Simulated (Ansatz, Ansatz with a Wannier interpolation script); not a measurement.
**CaMoO4 (I4_1/a): quasiparticle bands by Wannier interpolation**

Wanted: quasiparticle gap and band widths of CaMoO4 (I4_1/a) over the whole zone.

Main program and level: Ansatz 0.2.0; LDA, Wannier functions and G0W0, plane waves, PAW.

**What was measured.**

- Gap 4.5 ± 0.05 eV: direct optical gap from absorption edge; optical absorption; bulk crystal (thin platelet cleaved from flux-grown single crystal) (“The high-pressure behavior of CaMoO4”, 2017, arxiv:1709.09825).

Report form: the programs' logs are mostly left out.

## Step 1: The starting structure

It takes space group I4_1/a (No. 88, tetragonal). The conventional cell has a = 5.224 Å, b = 5.224 Å, c = 11.428 Å, α = 90.00°, β = 90.00°, γ = 90.00°. Ca has 8 O at 2.44 to 2.47 Å nearest. Nearest to Mo lie 4 O at 1.77 Å. O has 1 Mo at 1.77 Å and 2 Ca at 2.44 to 2.47 Å nearest. Farther neighbours and most contacts between anions are not listed.

Coordinates:

```cif
data_structure
_symmetry_space_group_name_H-M 'P 1'
_symmetry_Int_Tables_number 1
_cell_length_a 6.8041
_cell_length_b 6.8041
_cell_length_c 6.8041
_cell_angle_alpha 134.854
_cell_angle_beta 134.854
_cell_angle_gamma 65.757
_cell_volume 155.92
loop_
_atom_site_label
_atom_site_type_symbol
_atom_site_fract_x
_atom_site_fract_y
_atom_site_fract_z
_atom_site_occupancy
Ca1 Ca 0.75000 0.25000 0.50000 1
Ca2 Ca 0.00000 0.00000 0.00000 1
Mo3 Mo 0.25000 0.75000 0.50000 1
Mo4 Mo 0.50000 0.50000 0.00000 1
O5 O 0.57776 0.98246 0.89142 1
O6 O 0.73246 0.34104 0.90470 1
O7 O 0.09104 0.68634 0.10858 1
O8 O 0.43634 0.82776 0.09530 1
O9 O 0.17224 0.26754 0.60858 1
O10 O 0.01754 0.90896 0.59530 1
O11 O 0.65896 0.56366 0.39142 1
O12 O 0.31366 0.42224 0.40470 1
```

The cell and positions come from the Crystallography Open Database and are kept as given unless a step says otherwise. The default PAW set here is soft_2. Its files were made with PBE.

## Step 2: LDA bands

Levels along a band path, at the cheap level, show where the edges lie and whether the meshes to come will hold them.

This step: DFT, LDA, plane waves, PAW.

Contents of input.yaml:

```yaml
crystal:
  lattice:
    - [-2.6118, 2.6118, 5.71425]
    - [2.6118, -2.6118, 5.71425]
    - [2.6118, 2.6118, -5.71425]
  atoms:
    - { symbol: Ca, position: [0.75, 0.25, 0.5] }
    - { symbol: Ca, position: [0.0, 0.0, 0.0] }
    - { symbol: Mo, position: [0.25, 0.75, 0.5] }
    - { symbol: Mo, position: [0.5, 0.5, 0.0] }
    - { symbol: O, position: [0.57776, 0.98246, 0.89142] }
    - { symbol: O, position: [0.73246, 0.34104, 0.9047] }
    - { symbol: O, position: [0.09104, 0.68634, 0.10858] }
    - { symbol: O, position: [0.43634, 0.82776, 0.0953] }
    - { symbol: O, position: [0.17224, 0.26754, 0.60858] }
    - { symbol: O, position: [0.01754, 0.90896, 0.5953] }
    - { symbol: O, position: [0.65896, 0.56366, 0.39142] }
    - { symbol: O, position: [0.31366, 0.42224, 0.4047] }
kpoints:
  mp_grid: { grid: [4, 4, 4] }
  band_path:
    path:
      - [[0.0, 0.0, 0.0], [0.0, 0.0, 0.5], [0.25, 0.25, 0.25], [0.0, 0.5, 0.0], [0.0, 0.0, 0.0], [0.5, 0.5, -0.5], [0.30222776, 0.69777224, -0.30222776]]
      - [[-0.30222776, 0.30222776, 0.30222776], [0.0, 0.0, 0.0]]
      - [[0.0, 0.0, 0.5], [-0.10445551, 0.10445551, 0.5]]
      - [[0.5, 0.5, -0.10445551], [0.5, 0.5, -0.5]]
    npoints: 10
hamiltonian:
  xc: lda
scf:
  occupations: { method: fermi_dirac, width: 0.02 }
  n_extra_bands: 82
output:
  eigenvalues: true
  fatbands: true
  write_density: true
  write_potential: true
  elf: true
  volumetric_format: npy
```

Command:

```
> ansatz run input.yaml --threads 3 --pin off --max-ram 92160MiB --backend cuda --events-out ev --progress --plain --runs-dir out --devices 1 --max-vram 13GiB  # rebuilt from the run's record
```

The job ended after 16 s (1 × NVIDIA H100 80GB HBM3 (shared by 6 runs) with 3 threads of AMD EPYC 7R13 (Zen 3), shared host; peak memory 1.1 GiB).

Numbers from this step:

| Property | Result |
| --- | --- |
| filled bands | 48 |
| gap | 3.413 eV |
| valence top at | Γ |
| conduction bottom at | Γ |
| least direct gap | 3.413 eV |

The gap is direct, at Γ.

Electronic bands along the path, in eV, zero at the top of the highest nominally filled band:

```
     point  band 45  band 46  band 47  band 48  band 49  band 50  band 51  band 52
         Γ    -0.69    -0.33     0.00     0.00     3.41     3.84     4.18     4.22
   halfway    -0.53    -0.46    -0.45    -0.18     3.62     4.02     4.03     4.34
         X    -0.57    -0.57    -0.46    -0.46     3.73     3.73     4.27     4.27
   halfway    -0.56    -0.56    -0.47    -0.47     3.73     3.73     4.27     4.27
         P    -0.55    -0.55    -0.49    -0.49     3.73     3.73     4.27     4.27
   halfway    -0.65    -0.58    -0.38    -0.29     3.72     3.90     4.11     4.27
         N    -0.62    -0.56    -0.33    -0.27     3.80     3.96     4.03     4.23
   halfway    -0.73    -0.35    -0.19    -0.15     3.58     3.92     4.09     4.25
         Γ    -0.69    -0.33     0.00     0.00     3.41     3.84     4.18     4.22
   halfway    -0.67    -0.23    -0.04    -0.04     3.47     3.77     4.04     4.06
         M    -0.44    -0.44    -0.07    -0.07     3.63     3.63     3.91     3.91
   halfway    -0.48    -0.41    -0.19    -0.08     3.71     3.74     3.93     3.96
         S    -0.60    -0.47    -0.32    -0.14     3.83     3.87     4.04     4.11
jump to S0    -0.60    -0.47    -0.32    -0.14     3.83     3.87     4.04     4.11
   halfway    -0.54    -0.46    -0.25    -0.22     3.62     3.97     4.10     4.29
         Γ    -0.69    -0.33     0.00     0.00     3.41     3.84     4.18     4.22
 jump to X    -0.57    -0.57    -0.46    -0.46     3.73     3.73     4.27     4.27
   halfway    -0.62    -0.55    -0.45    -0.41     3.70     3.78     4.24     4.26
         R    -0.64    -0.53    -0.41    -0.34     3.70     3.83     4.19     4.23
 jump to G    -0.64    -0.53    -0.41    -0.34     3.70     3.83     4.19     4.23
   halfway    -0.43    -0.38    -0.21    -0.17     3.71     3.84     3.96     4.01
         M    -0.44    -0.44    -0.07    -0.07     3.63     3.63     3.91     3.91
```

Valence density in the ac plane of the conventional cell at fractional y = 0.000, with atoms of Ca and Mo within 0.2 Å of it. It is the smooth field of the valence electrons, not physical close to the nuclei.

Values in e/Å³, 24 rows by 14 columns, each cell a mean:
```
5.1 2.9 0.7 0.1 0.0 0.0 0.0 0.0 0.0 0.0 0.1 0.3 1.7 4.4
1.2 0.6 0.2 0.1 0.1 0.1 0.1 0.1 0.1 0.1 0.1 0.1 0.4 1.0
0.1 0.1 0.1 0.1 0.1 0.1 0.1 0.1 0.1 0.1 0.1 0.1 0.1 0.1
0.1 0.1 0.1 0.1 0.1 0.1 0.2 0.3 0.2 0.1 0.1 0.1 0.1 0.1
0.0 0.1 0.1 0.1 0.2 0.7 2.0 2.4 1.3 0.3 0.1 0.1 0.1 0.0
0.0 0.0 0.0 0.1 0.4 2.1 5.3 6.1 3.6 0.9 0.1 0.0 0.0 0.0
0.0 0.0 0.0 0.1 0.3 1.7 4.4 5.1 2.9 0.7 0.1 0.0 0.0 0.0
0.0 0.0 0.1 0.1 0.1 0.4 1.0 1.2 0.7 0.2 0.1 0.1 0.1 0.0
0.1 0.1 0.2 0.3 0.3 0.2 0.1 0.1 0.1 0.2 0.3 0.3 0.2 0.1
0.4 0.4 0.6 0.7 0.5 0.2 0.1 0.1 0.1 0.4 0.7 0.7 0.5 0.4
3.2 1.9 0.9 0.7 0.5 0.2 0.1 0.1 0.1 0.3 0.6 0.8 1.3 2.7
6.4 4.6 1.3 0.4 0.2 0.1 0.0 0.0 0.1 0.1 0.3 0.7 3.0 6.0
5.9 3.9 1.0 0.2 0.1 0.0 0.0 0.0 0.0 0.1 0.1 0.5 2.4 5.4
1.7 1.0 0.3 0.1 0.1 0.0 0.0 0.0 0.0 0.1 0.1 0.2 0.6 1.5
0.2 0.2 0.1 0.1 0.1 0.1 0.1 0.1 0.1 0.1 0.1 0.1 0.2 0.2
0.1 0.1 0.1 0.1 0.2 0.2 0.4 0.4 0.3 0.2 0.1 0.1 0.1 0.1
0.0 0.0 0.1 0.1 0.3 1.1 2.8 3.2 1.8 0.5 0.2 0.1 0.0 0.0
0.0 0.0 0.1 0.2 0.6 3.0 6.1 6.4 4.7 1.3 0.3 0.1 0.1 0.0
0.0 0.1 0.2 0.4 0.7 2.5 5.3 5.8 3.8 1.2 0.5 0.3 0.1 0.0
0.1 0.1 0.4 0.7 0.8 0.9 1.5 1.7 1.1 0.8 0.8 0.5 0.2 0.1
0.1 0.1 0.3 0.6 0.5 0.3 0.2 0.2 0.3 0.5 0.6 0.4 0.2 0.1
0.3 0.2 0.2 0.2 0.2 0.1 0.1 0.1 0.1 0.2 0.2 0.2 0.2 0.2
2.4 1.3 0.3 0.1 0.1 0.0 0.0 0.0 0.0 0.0 0.1 0.2 0.7 2.0
6.1 3.6 0.9 0.1 0.0 0.0 0.0 0.0 0.0 0.0 0.1 0.4 2.1 5.3
```
Columns run along a (5.2 Å), rows up along c (11.4 Å), edges of the conventional cell, whose origin can differ from the input's. Atoms in or near the plane, at fractional coordinates: Ca at (0.50, 0.75), Ca at (0.00, 0.00), Mo at (0.50, 0.25), Mo at (0.00, 0.50).

ELF in the ac plane of the conventional cell at fractional y = 0.000, with atoms of Ca and Mo within 0.2 Å of it. It is the smooth field of the valence electrons, not physical close to the nuclei.

Values, 24 rows by 14 columns, each cell a mean:
```
0.83 0.83 0.53 0.08 0.04 0.06 0.03 0.02 0.04 0.05 0.03 0.28 0.77 0.84
0.64 0.48 0.17 0.04 0.08 0.10 0.05 0.03 0.08 0.11 0.05 0.07 0.33 0.59
0.09 0.06 0.04 0.03 0.06 0.06 0.04 0.03 0.06 0.07 0.04 0.04 0.05 0.08
0.03 0.07 0.09 0.05 0.03 0.09 0.21 0.24 0.14 0.04 0.04 0.08 0.09 0.05
0.03 0.07 0.10 0.05 0.13 0.52 0.75 0.78 0.67 0.28 0.04 0.07 0.09 0.04
0.02 0.03 0.04 0.03 0.36 0.81 0.83 0.80 0.85 0.62 0.09 0.03 0.04 0.02
0.01 0.01 0.02 0.02 0.28 0.76 0.84 0.82 0.82 0.53 0.07 0.02 0.02 0.01
0.03 0.07 0.12 0.12 0.09 0.30 0.58 0.63 0.44 0.15 0.11 0.14 0.10 0.04
0.09 0.23 0.44 0.52 0.42 0.18 0.09 0.10 0.13 0.32 0.49 0.49 0.33 0.13
0.19 0.27 0.56 0.73 0.71 0.48 0.11 0.05 0.31 0.64 0.74 0.66 0.39 0.20
0.61 0.45 0.39 0.62 0.67 0.47 0.12 0.05 0.30 0.61 0.68 0.48 0.38 0.55
0.51 0.67 0.37 0.28 0.35 0.22 0.05 0.02 0.13 0.31 0.33 0.27 0.59 0.61
0.62 0.69 0.34 0.11 0.09 0.04 0.02 0.01 0.03 0.06 0.09 0.18 0.59 0.69
0.47 0.35 0.17 0.10 0.06 0.03 0.03 0.03 0.03 0.04 0.08 0.12 0.24 0.42
0.11 0.13 0.12 0.08 0.07 0.09 0.08 0.08 0.09 0.08 0.07 0.11 0.13 0.12
0.06 0.06 0.06 0.07 0.12 0.15 0.18 0.18 0.15 0.13 0.09 0.06 0.07 0.06
0.01 0.02 0.04 0.08 0.14 0.37 0.58 0.61 0.50 0.21 0.10 0.06 0.03 0.02
0.01 0.05 0.13 0.15 0.22 0.63 0.64 0.54 0.72 0.39 0.14 0.14 0.07 0.02
0.03 0.20 0.44 0.47 0.32 0.52 0.66 0.61 0.62 0.35 0.40 0.48 0.31 0.07
0.05 0.33 0.65 0.73 0.58 0.34 0.40 0.45 0.34 0.45 0.70 0.71 0.50 0.12
0.04 0.23 0.56 0.70 0.65 0.41 0.16 0.13 0.28 0.57 0.69 0.64 0.39 0.09
0.23 0.14 0.18 0.33 0.36 0.24 0.10 0.07 0.17 0.32 0.37 0.27 0.16 0.20
0.79 0.64 0.26 0.05 0.06 0.04 0.02 0.02 0.03 0.06 0.06 0.14 0.50 0.75
0.80 0.84 0.61 0.09 0.01 0.02 0.01 0.01 0.01 0.01 0.03 0.35 0.80 0.83
```
Columns run along a (5.2 Å), rows up along c (11.4 Å), edges of the conventional cell, whose origin can differ from the input's. Atoms in or near the plane, at fractional coordinates: Ca at (0.50, 0.75), Ca at (0.00, 0.00), Mo at (0.50, 0.25), Mo at (0.00, 0.50).

## Step 3: Wannier functions (Mo:4d O:2p) on 8×8×8

Localised functions give a small Hamiltonian that interpolates between mesh points at no cost.

This step: maximally localised Wannier functions, LDA, plane waves, PAW.

input.yaml, the sections that differ from step 2:

```yaml
kpoints:
  mp_grid: { grid: [4, 4, 4] }
scf:
  occupations: { method: fixed }
  n_extra_bands: 82
output:
  wannier:
    kmesh: [8, 8, 8]
    projections: [{ species: Mo, l: d, shell: 4 }, { species: O, l: p, shell: 2 }]
    minimise: true
    write_hr: true
    seedname: w
    conv_tol: 1.0e-07
    max_iter: 4000
    disentanglement:
      window: [1.7, 15.52]
      frozen_window: [1.7, 12.52]
      conv_tol: 1.0e-08
# crystal, hamiltonian: as in step 2
```

It took 51 s on 1 × NVIDIA H100 80GB HBM3 (shared by 6 runs) with 3 threads; peak memory 2.5 GiB; 79 s of CPU time.

This step gave:

```yaml
gauge_invariant_spread: 38.82 Å²
diagonal_spread: 0.007269 Å²
off_diagonal_spread: 1.164 Å²
total_spread: 39.99 Å²
least_projectability: 0.5358
localisation_steps: 38
disentanglement_steps: 129
r_m_s_interpolation_error: 2.21e-4 eV
r_m_s_error_near_the_gap: 2.83e-4 eV
```

Near the gap the model misses directly solved bands by 0.3 meV r.m.s. and by 8 meV at most in the window tested. This tests the starting bands, not the corrections carried with them.

Wannier functions, by row:

```
function   x (Å)   y (Å)   z (Å)  spread (Å²)  nearest atom  distance (Å)
       1    2.65   0.054   2.746        1.872           Mo3         0.129
       2   2.643    0.08   2.907         1.63           Mo3           0.1
       3   2.574  -0.054   2.746        1.872           Mo3         0.129
       4    2.58   -0.08   2.907         1.63           Mo3           0.1
       5   2.612       0   2.979        1.453           Mo3         0.122
       6  -0.054   0.038   5.603        1.872           Mo4         0.129
       7   0.054  -0.038   5.603        1.872           Mo4         0.129
       8   -0.08   0.031   5.764         1.63           Mo4           0.1
       9    0.08  -0.031   5.764         1.63           Mo4           0.1
      10       0       0   5.836        1.453           Mo4         0.122
      11   3.358   1.335   3.916        1.042            O5         0.117
      12   3.468   1.324   3.787        0.994            O5         0.104
      13   3.389   1.287   3.823        0.848            O5         0.016
      14   1.277   3.358   1.059        1.042            O6         0.117
      15   1.325   3.389   0.966        0.848            O6         0.016
      16   1.288   3.468    0.93        0.994            O6         0.104
      17   1.865  -1.335   3.916        1.042            O7         0.117
      18   1.755  -1.324   3.787        0.994            O7         0.104
      19   1.835  -1.287   3.823        0.848            O7         0.016
      20   1.335  -0.747   6.773        1.042            O8         0.117
      21   1.287  -0.777    6.68        0.848            O8         0.016
      22   1.324  -0.856   6.644        0.994            O8         0.104
      23   1.865   1.276  -1.059        1.041            O9         0.117
      24   1.755   1.288   -0.93        0.994            O9         0.104
      25   1.835   1.325  -0.966        0.849            O9         0.016
      26   3.947  -0.747   1.799        1.041           O10         0.117
      27   3.898  -0.777   1.892        0.849           O10         0.016
      28   3.935  -0.857   1.927        0.994           O10         0.104
      29   0.747   1.335   4.656        1.041           O11         0.117
      30   0.857   1.324   4.784        0.994           O11         0.104
      31   0.777   1.287   4.749        0.849           O11         0.016
      32   1.276   0.747   1.799        1.041           O12         0.117
      33   1.325   0.777   1.892        0.849           O12         0.016
      34   1.288   0.857   1.927        0.994           O12         0.104
```

Frozen up to 5.91 eV; above it the model need not follow the bands. The electronic bands at the labelled points (eV, zero at the valence-band top):

```
     point  band 45  band 46  band 47  band 48  band 49  band 50  band 51  band 52
         Γ    -0.69    -0.33     0.00     0.00     3.41     3.84     4.18     4.22
   halfway    -0.53    -0.46    -0.45    -0.18     3.62     4.02     4.03     4.34
         X    -0.57    -0.57    -0.46    -0.46     3.73     3.73     4.27     4.27
   halfway    -0.56    -0.56    -0.47    -0.47     3.73     3.73     4.27     4.27
         P    -0.55    -0.55    -0.49    -0.49     3.73     3.73     4.27     4.27
   halfway    -0.65    -0.58    -0.38    -0.29     3.72     3.90     4.11     4.27
         N    -0.62    -0.56    -0.33    -0.27     3.80     3.96     4.03     4.23
   halfway    -0.73    -0.35    -0.19    -0.15     3.58     3.92     4.09     4.25
         Γ    -0.69    -0.33     0.00     0.00     3.41     3.84     4.18     4.22
   halfway    -0.67    -0.23    -0.04    -0.04     3.47     3.77     4.04     4.06
         M    -0.44    -0.44    -0.07    -0.07     3.63     3.63     3.91     3.91
   halfway    -0.48    -0.41    -0.19    -0.08     3.71     3.74     3.93     3.96
         S    -0.60    -0.47    -0.32    -0.14     3.83     3.87     4.04     4.11
jump to S0    -0.60    -0.47    -0.32    -0.14     3.83     3.87     4.04     4.11
   halfway    -0.54    -0.46    -0.25    -0.22     3.62     3.97     4.10     4.29
         Γ    -0.69    -0.33     0.00     0.00     3.41     3.84     4.18     4.22
 jump to X    -0.57    -0.57    -0.46    -0.46     3.73     3.73     4.27     4.27
   halfway    -0.62    -0.55    -0.45    -0.41     3.70     3.78     4.24     4.26
         R    -0.64    -0.53    -0.41    -0.34     3.70     3.83     4.19     4.23
 jump to G    -0.64    -0.53    -0.41    -0.34     3.70     3.83     4.19     4.23
   halfway    -0.43    -0.38    -0.21    -0.17     3.71     3.85     3.96     4.01
         M    -0.44    -0.44    -0.07    -0.07     3.63     3.63     3.91     3.91
```

The same for Kohn-Sham, solved directly:

```
point  band 45  band 46  band 47  band 48  band 49  band 50  band 51  band 52
    Γ    -0.69    -0.33     0.00     0.00     3.41     3.84     4.18     4.22
    X    -0.57    -0.57    -0.46    -0.46     3.73     3.73     4.27     4.27
    P    -0.55    -0.55    -0.49    -0.49     3.73     3.73     4.27     4.27
    N    -0.62    -0.56    -0.33    -0.27     3.80     3.96     4.03     4.23
    Γ    -0.69    -0.33     0.00     0.00     3.41     3.84     4.18     4.22
    M    -0.44    -0.44    -0.07    -0.07     3.63     3.63     3.91     3.91
    S    -0.60    -0.47    -0.32    -0.14     3.83     3.87     4.04     4.11
   S0    -0.60    -0.47    -0.32    -0.14     3.83     3.87     4.04     4.11
    Γ    -0.69    -0.33     0.00     0.00     3.41     3.84     4.18     4.22
    X    -0.57    -0.57    -0.46    -0.46     3.73     3.73     4.27     4.27
    R    -0.64    -0.53    -0.41    -0.34     3.70     3.83     4.19     4.23
    G    -0.64    -0.53    -0.41    -0.34     3.70     3.83     4.19     4.23
    M    -0.44    -0.44    -0.07    -0.07     3.63     3.63     3.91     3.91
```

## Step 4: G0W0 at every point of the mesh: 4×4×4 mesh, 650 empty bands, screening to 150 eV

Now the one-shot GW correction: screening in the RPA, then the self-energy of the levels asked for.

This step: G0W0 on LDA, plane waves, PAW.

input.yaml, the sections that differ from step 3:

```yaml
scf:
  occupations: { method: fixed }
gw:
  n_empty_bands: 650
  ecut_chi: 150.0
  qp_bands: [v24, c8]
  screening: { model: contour_deformation }
# crystal, kpoints, hamiltonian: as in step 3
# output: removed
```

The job ended after 8.5 min (1 × NVIDIA H100 80GB HBM3 (shared by 6 runs) with 3 threads; peak memory 2.3 GiB; 14 min of CPU time).

Numbers from this step:

```
bands summed                                 : 698
RPA ε∞ on this mesh (eigenvalues)            : 3.856, 3.856, 3.894
plane waves in the screening matrix          : 655
q-points in the mesh                         : 64
G0W0 gap on the mesh                         : 5.520 eV
k of the valence top                         : 0, 0, 0
k of the conduction bottom                   : 0, 0, 0
starting gap on the mesh                     : 3.413 eV
Z at the valence top                         : 0.7391
Z at the conduction bottom                   : 0.7806
least direct G0W0 gap on the computed points : 5.520 eV
```

The gap on the mesh goes from 3.41 eV to 5.52 eV, a correction of +2.11 eV. Between the two edge states, bare exchange in place of the xc potential would open the gap by 10.92 eV, and correlation takes back 8.81 eV.

[end of part 1 of 2]

[Paths, hosts, dates, memory and timing lines, banners, echoed tables and standing remarks are left out of the program output.]

[Logs are printed without paths, hosts, clocks, repeated set-up lines and the standing remarks that a program may print on its own settings, such as how far it seeks lower states.]

[Runs of the session that timed out or met a known fault of the program may be left out.]

[Hosts, paths, dates, database ids (printed as entryN), source tags and the programs' standing remarks are cut or masked in the printed files.]
